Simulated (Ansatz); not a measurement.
**1T-GeBr2 monolayer in a perpendicular field**

What dipole does a perpendicular field induce in the 1T-GeBr2 monolayer, and does the gap follow? A positive field points along +c.

Method: plane-wave DFT, PBE-D3(BJ), Ansatz PAW, in Ansatz 0.2.0.

Most raw output is cut from this account.

### 1. The structure

The cell holds 3 atoms: 2 Br and 1 Ge. Cell: a = 3.289 Å, b = 3.289 Å, c = 36.603 Å, α = 90.0°, β = 90.0°, γ = 120.0°. Vacuum lies along c.

### 2. Relaxation

The starting cell is a guess, so the in-plane lattice and the atoms are relaxed first, with the slab cut off from its images along the normal.

input.yaml reads:

```yaml
crystal:
  lattice:
    - [3.28874, 0.0, 0.0]
    - [-1.64437, 2.8481323864, 0.0]
    - [0.0, 0.0, 36.6030909648]
  atoms:
    - { symbol: Br, position: [0.6666666667, 0.3333333333, 0.4617096413] }
    - { symbol: Ge, position: [0.0, 0.0, 0.5] }
    - { symbol: Br, position: [0.3333333333, 0.6666666667, 0.5382903587] }
  periodic: [true, true, false]
kpoints:
  mp_grid: { grid: [12, 12, 1] }
hamiltonian:
  xc: pbe
  dispersion: d3bj
scf:
  occupations: { method: fermi_dirac, width: 0.05 }
  convergence: { dr2_threshold: 1.0e-09 }
relax:
  f_tol: 0.004
  max_steps: 90
  cell: {}
output:
  write_potential: true
  write_density: true
  volumetric_format: npy
```

Launch:

```console
$ ansatz run input.yaml --threads 2 --pin off --max-ram 3072MiB --backend cpu --events-out ev --progress --plain --runs-dir out
```

The job ended after 44 s (2 threads of Arm Neoverse V2, shared host; peak memory 0.69 GiB).

Relaxation path:

| step | energy less that of the first step (eV) | largest force component (eV/Å) | volume (Å³) |
| --- | --- | --- | --- |
| 1 | 0.0000 | 5.8589 | 342.85 |
| 2 | -2.3125 | 3.0561 | 355.60 |
| 3 | -3.6882 | 0.9280 | 390.85 |
| 4 | -4.1031 | 0.2979 | 427.35 |
| 5 | -4.2554 | 0.0488 | 465.43 |
| 6 | -4.2644 | 0.0007 | 478.12 |
| 7* | -4.3242 | 0.0010 | 478.12 |
| 8 | -4.3438 | 0.0181 | 494.01 |
| 9 | -4.3478 | 0.0562 | 506.79 |
| 10 | -4.3485 | 0.0038 | 507.68 |
| 11* | -4.3489 | 0.0038 | 507.68 |

Relaxation steps marked * repeat the geometry before them on a plane-wave basis chosen anew for their cell, so energy and pressure can jump there.

Forces are held to the 12 operations that the run works with; a distortion that breaks them can't arise in this run.

| cell as run | before | after | change |
| --- | --- | --- | --- |
| a (Å) | 3.289 | 4.002 | +21.7 % |
| b (Å) | 3.289 | 4.002 | +21.7 % |

The atoms that moved most (Å, along periodic axes as changes of fractional coordinates times the final cell, across vacuum about the mean position):

| atom | dx | dy | dz | length |
| --- | --- | --- | --- | --- |
| Br1 | 0.000 | 0.000 | -0.225 | 0.225 |
| Br3 | 0.000 | 0.000 | 0.225 | 0.225 |

The relaxed structure:

```cif
data_structure
_symmetry_space_group_name_H-M 'P 1'
_symmetry_Int_Tables_number 1
_cell_length_a 4.0019
_cell_length_b 4.0019
_cell_length_c 36.6031
_cell_angle_alpha 90.000
_cell_angle_beta 90.000
_cell_angle_gamma 120.000
_cell_volume 507.68
loop_
_atom_site_label
_atom_site_type_symbol
_atom_site_fract_x
_atom_site_fract_y
_atom_site_fract_z
_atom_site_occupancy
Br1 Br 0.66667 0.33333 0.45557 1
Ge2 Ge 0.00000 0.00000 0.50000 1
Br3 Br 0.33333 0.66667 0.54443 1
```

Numbers from this step:

```
gap on the k-mesh : 2.387 eV
```

The lattice constant a goes from 3.289 to 4.002 Å.

### 3. Single point, field 0

A sawtooth potential applies the field, turning back in the middle of the vacuum. With the dipole correction the typed value is the field outside the slab. The induced dipole is small, so the SCF threshold is tight.

The cell differs from the one that the last finished run ended in (c 36.603 → 21.252 Å).

input.yaml reads:

```yaml
crystal:
  lattice:
    - [4.0019304111, 0.0, 0.0]
    - [-2.0009652056, 3.4657734002, 0.0]
    - [0.0, 0.0, 21.2523010033]
  atoms:
    - { symbol: Br, position: [0.6666666667, 0.3333333333, 0.4234835559] }
    - { symbol: Ge, position: [0.0, 0.0, 0.5] }
    - { symbol: Br, position: [0.3333333333, 0.6666666667, 0.5765164441] }
kpoints:
  mp_grid: { grid: [18, 18, 1] }
  band_path:
    path: [[0, 0, 0], [0.5, 0, 0], [0.33333333, 0.33333333, 0], [0, 0, 0]]
    npoints: 16
hamiltonian:
  xc: pbe
  dispersion: d3bj
scf:
  occupations: { method: fermi_dirac, width: 0.02585 }
  convergence: { dr2_threshold: 1.0e-10 }
efield:
  axis: 3
  dipole_correction: true
  ramp_position: 0.97
  ramp_width: 0.06
  amplitude: 0
output:
  dos: { projected: true, e_range: [-6, 5] }
  write_potential: true
  write_density: true
  volumetric_format: npy
  elf: true
```

It took 14 s on 2 threads; peak memory 0.57 GiB; 27 s of CPU time.

Numbers from this step:

```yaml
gap_on_the_k_mesh: 2.371 eV
dipole_along_the_normal: 1.16e-6 e·Å
gap_along_the_path: 2.365 eV
smallest_direct_gap_along_the_path: 2.873 eV
ionisation_energy_upper_face: 6.464 eV
electron_affinity_upper_face: 4.099 eV
gap_the_smaller_of_path_and_mesh: 2.365 eV
```

Running mean over a fixed 2.5 Å (it still follows the layers) of the planar mean; the ramp of the sawtooth is left out. The electron's electrostatic potential energy less the Fermi level by z:

| z (Å) | electron's electrostatic potential energy less the Fermi level (eV) |
| --- | --- |
| 3.0 | 5.24 |
| 3.5 | 5.24 |
| 4.0 | 5.24 |
| 4.5 | 5.24 |
| 5.0 | 5.24 |
| 5.5 | 5.24 |
| 6.0 | 5.22 |
| 6.5 | 5.15 |
| 7.0 | 4.76 |
| 7.5 | 3.16 |
| 8.0 | 0.622 |
| 8.5 | -1.34 |
| 9.0 | -2.89 |
| 9.5 | -4.62 |
| 10.0 | -4.93 |
| 10.5 | -4.00 |
| 11.0 | -4.43 |
| 11.5 | -5.06 |
| 12.0 | -3.81 |
| 12.5 | -2.08 |
| 13.0 | -0.511 |
| 13.5 | 1.90 |
| 14.0 | 4.16 |
| 14.5 | 5.03 |
| 15.0 | 5.20 |
| 15.5 | 5.24 |
| 16.0 | 5.24 |
| 16.5 | 5.24 |
| 17.0 | 5.24 |
| 17.5 | 5.24 |
| 18.0 | 5.24 |

The density of states has structure finer than the step of the table below, so its rows give means over 0.25 eV, whole bins alone (the curve runs from -6 to 3.13 eV). Peaks (eV: height): -3.820: 10.7, -2.940: 8.80, -2.800: 34.6, -2.640: 13.6, -1.370: 7.66, 2.880: 11.7.

Density of states against energy, zero at the Fermi level of the run, which the smearing sets inside the gap; means over each step:

energy (eV), density of states (states/eV a cell) and a bar:
```
    -5.50        0.0 
    -5.25        0.4 #
    -5.00        2.2 ######
    -4.75        2.3 ######
    -4.50        1.9 #####
    -4.25        2.3 ######
    -4.00        3.2 #########
    -3.75        5.0 ##############
    -3.50        2.5 #######
    -3.25        1.8 #####
    -3.00        4.9 ##############
    -2.75       10.9 ##############################
    -2.50        4.2 ###########
    -2.25        0.0 
    -2.00        0.3 #
    -1.75        1.4 ####
    -1.50        3.3 #########
    -1.25        2.8 ########
    -1.00        0.0 
    -0.75        0.0 
    -0.50        0.0 
    -0.25        0.0 
     0.00        0.0 
     0.25        0.0 
     0.50        0.0 
     0.75        0.0 
     1.00        0.0 
     1.25        0.2 
     1.50        0.3 #
     1.75        0.7 ##
     2.00        2.0 ######
     2.25        3.1 #########
     2.50        3.1 #########
     2.75        4.8 #############
     3.00        4.7 #############
```

Projected DOS per atom over height of the atomic layer and energy from the Fermi level. Layers: Br Ge Br from below.

Ten even steps from '0' (0.00 states/eV) to '9' (3.48 states/eV), each cell a mean:
```
191
161
050
010
000
000
000
000
000
000
212
212
000
505
909
202
424
212
212
222
000
000
```
Columns: height of the atomic layer (Å) from 9 to 12.3; rows upwards: energy from the Fermi level (eV) from -5.96 to 3.13.

The electronic bands at the labelled points (eV, zero at the Fermi level of the run, which the smearing sets inside the gap):

| point | band 11 | band 12 | band 13 | band 14 | band 15 | band 16 | band 17 | band 18 |
| --- | --- | --- | --- | --- | --- | --- | --- | --- |
| Γ | -2.62 | -2.48 | -2.48 | -1.74 | 1.15 | 2.33 | 2.33 | 4.71 |
| halfway | -3.29 | -2.83 | -2.46 | -1.36 | 1.88 | 2.80 | 2.91 | 5.34 |
| M | -3.70 | -2.81 | -2.61 | -1.97 | 2.09 | 3.05 | 3.26 | 5.09 |
| halfway | -3.95 | -2.87 | -2.79 | -1.55 | 2.62 | 2.87 | 3.32 | 5.74 |
| K | -4.34 | -2.87 | -2.87 | -1.37 | 2.86 | 2.86 | 3.52 | 7.05 |
| halfway | -3.23 | -2.89 | -2.64 | -1.26 | 2.36 | 2.54 | 3.02 | 5.65 |
| Γ | -2.62 | -2.48 | -2.48 | -1.74 | 1.15 | 2.33 | 2.33 | 4.71 |

ELF in the ca plane at fractional y = 0.000, with atoms of Ge within 0.2 Å of it. It is the smooth field of the valence electrons, not physical close to the nuclei.

Values, 6 rows by 16 columns, each cell a mean:
```
0.00 0.00 0.00 0.00 0.00 0.00 0.03 0.16 0.31 0.31 0.16 0.03 0.00 0.00 0.00 0.00
0.00 0.00 0.00 0.00 0.00 0.05 0.31 0.39 0.32 0.32 0.39 0.31 0.05 0.00 0.00 0.00
0.00 0.00 0.00 0.00 0.01 0.15 0.63 0.74 0.25 0.25 0.74 0.63 0.15 0.01 0.00 0.00
0.00 0.00 0.00 0.00 0.01 0.13 0.58 0.68 0.24 0.24 0.68 0.58 0.13 0.01 0.00 0.00
0.00 0.00 0.00 0.00 0.00 0.03 0.19 0.27 0.36 0.36 0.27 0.19 0.03 0.00 0.00 0.00
0.00 0.00 0.00 0.00 0.00 0.00 0.02 0.17 0.27 0.27 0.17 0.02 0.00 0.00 0.00 0.00
```
Columns run along c (16.0 Å, from fractional 0.09 to 0.84 of the cell), rows up along a (4.0 Å). Atoms in or near the plane, at fractional coordinates: Ge at (0.50, 0.00).

Valence density in the ca plane at fractional y = 0.000, with atoms of Ge within 0.2 Å of it. It is the smooth field of the valence electrons, not physical close to the nuclei.

Values in units of 1e0 e/Å³, 6 rows by 16 columns, each cell a mean:
```
0.0 0.0 0.0 0.0 0.0 0.0 0.0 0.1 4.4 4.4 0.1 0.0 0.0 0.0 0.0 0.0
0.0 0.0 0.0 0.0 0.0 0.0 0.1 0.1 0.2 0.2 0.1 0.1 0.0 0.0 0.0 0.0
0.0 0.0 0.0 0.0 0.0 0.0 0.1 0.3 0.1 0.1 0.3 0.1 0.0 0.0 0.0 0.0
0.0 0.0 0.0 0.0 0.0 0.0 0.1 0.2 0.1 0.1 0.2 0.1 0.0 0.0 0.0 0.0
0.0 0.0 0.0 0.0 0.0 0.0 0.0 0.1 0.4 0.4 0.1 0.0 0.0 0.0 0.0 0.0
0.0 0.0 0.0 0.0 0.0 0.0 0.0 0.1 8.6 8.6 0.1 0.0 0.0 0.0 0.0 0.0
```
Columns run along c (16.0 Å, from fractional 0.09 to 0.84 of the cell), rows up along a (4.0 Å). Atoms in or near the plane, at fractional coordinates: Ge at (0.50, 0.00).

Electrostatic potential energy in the ca plane at fractional y = 0.000, with atoms of Ge within 0.2 Å of it. With pseudopotentials it is smooth inside the atoms' cores, unlike the true potential.

Ten even steps from '0' (-27 eV) to '9' (3 eV), each cell a mean:
```
99999999999999999999872000058999999999999999
99999999999999999999985100378999999999999999
99999999999999999999987655788999999999999999
99999999999999999998888888888899999999999999
99999999999999999998888999988889999999999999
99999999999999999988888999988889999999999999
99999999999999999998888888888889999999999999
99999999999999999999888777888999999999999999
99999999999999999999986312578999999999999999
99999999999999999999873000168999999999999999
99999999999999999999871000048999999999999999
```
Columns run along c (16.0 Å, from fractional 0.09 to 0.84 of the cell; values clipped at the 3rd and 97th percentile), rows up along a (4.0 Å). Atoms in or near the plane, at fractional coordinates: Ge at (0.50, 0.00).

The gap is 2.36 eV, with the valence edge 6.46 eV and the conduction edge 4.10 eV under the upper vacuum level.

### 4. Single point, field 0.1 V/Å

Edit input.yaml of step 3 so:

```diff
@@ -25,5 +25,4 @@
   ramp_width: 0.06
-  amplitude: 0
+  amplitude: 0.1
 output:
-  dos: { projected: true, e_range: [-6, 5] }
   write_potential: true
@@ -31,2 +30 @@
   volumetric_format: npy
-  elf: true
```

The job ended after 14 s (2 threads; peak memory 0.55 GiB).

The dipole is 0.0376 e·Å, and the gap 2.365 eV.

### 5. Single point, field -0.1 V/Å

Edit input.yaml of step 4 so:

```diff
@@ -25,3 +25,3 @@
   ramp_width: 0.06
-  amplitude: 0.1
+  amplitude: -0.1
 output:
```

Elapsed: 14 s, on 2 threads; peak memory 0.55 GiB; 28 s of CPU time.

The dipole is -0.0376 e·Å, and the gap 2.365 eV.

### 6. Response, atoms held

This step: plane-wave DFT, PBE-D3(BJ), Ansatz PAW; response to a field along the normal, atoms held (Ansatz 0.2.0).

The dipoles give the slope, and the difference of two potentials shows where the field is screened.

Numbers from this step:

```yaml
equivalent_conductor_thickness_p_eps_0ae: 4.908 Å
distance_between_the_outer_atoms: 3.252 Å
```

Dipole of the cell against applied field:

| applied field (V/Å) | dipole of the cell (e·Å) |
| --- | --- |
| -0.1000 | -0.0376 |
| 0.0000 | 1.2e-6 |
| 0.1000 | 0.0376 |

Local field over the applied field, running mean. From the potentials at -0.1 and 0.1 V/Å; running mean over 2.5 Å. The local field over applied field by z:

z (Å), local field over applied field and a bar:
```
     4.13      1.000 ##############################
     4.58      0.999 ##############################
     5.02      0.998 ##############################
     5.46      0.993 ##############################
     5.90      0.982 #############################
     6.35      0.953 ############################
     6.79      0.891 ##########################
     7.23      0.783 #######################
     7.67      0.645 ##################
     8.12      0.493 #############
     8.56      0.344 #########
     9.00      0.218 ####
     9.45      0.136 ##
     9.89      0.097 #
    10.33      0.080 
    10.92      0.080 
    11.36      0.097 #
    11.81      0.136 ##
    12.25      0.218 ####
    12.69      0.344 #########
    13.14      0.493 #############
    13.58      0.645 ##################
    14.02      0.783 #######################
    14.46      0.891 ##########################
    14.91      0.953 ############################
    15.35      0.982 #############################
    15.79      0.993 ##############################
    16.23      0.998 ##############################
    16.68      0.999 ##############################
    17.12      1.000 ##############################
```

Electrons, planar mean, per unit field. Table of induced electron density by z:

| z (Å) | induced electron density (e/Å³ per V/Å) |
| --- | --- |
| 4.13 | 9.2e-7 |
| 4.58 | 2.8e-6 |
| 5.02 | 8.8e-6 |
| 5.46 | 2.6e-5 |
| 5.90 | 7.7e-5 |
| 6.35 | 2.1e-4 |
| 6.79 | 5.6e-4 |
| 7.23 | 0.00133 |
| 7.67 | 0.00266 |
| 8.12 | 0.00345 |
| 8.56 | 0.00198 |
| 9.00 | 0.00100 |
| 9.45 | 4.7e-4 |
| 9.89 | -2.2e-4 |
| 10.33 | -4.0e-4 |
| 10.92 | 4.0e-4 |
| 11.36 | 2.2e-4 |
| 11.81 | -4.7e-4 |
| 12.25 | -0.00100 |
| 12.69 | -0.00198 |
| 13.14 | -0.00345 |
| 13.58 | -0.00266 |
| 14.02 | -0.00133 |
| 14.46 | -5.6e-4 |
| 14.91 | -2.1e-4 |
| 15.35 | -7.7e-5 |
| 15.79 | -2.6e-5 |
| 16.23 | -8.8e-6 |
| 16.68 | -2.8e-6 |
| 17.12 | -9.2e-7 |

The smaller of the gaps on the path and on the k-mesh, counted as 0 under 0.03 eV. The gap stays at 2.36 eV for applied field from -0.1 to 0.1 V/Å.

By hand: between -0.1 and 0.1 V/Å the dipole changes by 0.07524 e·Å, a slope of 0.3762 e·Å²/V. A perfect conductor of thickness t has p = ε₀AEt, so t = 180.95 × 0.3762 / 13.870 = 4.91 Å (e/ε₀ = 180.95 V·Å, A in Å²).

The induced dipole is that of a conductor 4.91 Å thick.

### 7. What came out

- gap without field: 2.36 eV
- ionisation energy, upper face: 6.46 eV
- electron affinity, upper face: 4.10 eV
- equivalent conductor thickness, atoms held: 4.91 Å

In words: The induced dipole equals that of a perfect conductor 4.91 Å thick, while the outer atoms lie 3.25 Å apart; an out-of-plane ε follows only once a thickness t is chosen, by 1 − 1/ε = 4.91 Å / t. The gap stays within 0.01 eV of 2.36 eV over the fields run, up to 0.1 V/Å in size. Semilocal functionals give gaps that are too small, and excitons are not included. Spin-orbit coupling is left out.

[Logs are printed without paths, hosts, clocks, repeated set-up lines and the standing remarks that a program may print on its own settings, such as how far it seeks lower states.]

[Hosts, paths, dates, database ids (printed as entryN), source tags and the programs' standing remarks are cut or masked in the printed files.]

[Maps of the electrostatic potential energy from Ansatz leave out the sawtooth potential of an applied field or a dipole correction, so their vacuum need not be flat; planar profiles and work functions include it.]

[The density of states shown here was stored with 400 of the rows of the run's finer table, so its peaks can read low, often by over a quarter, or be missed, and its means over a window can be off by a tenth or more.]
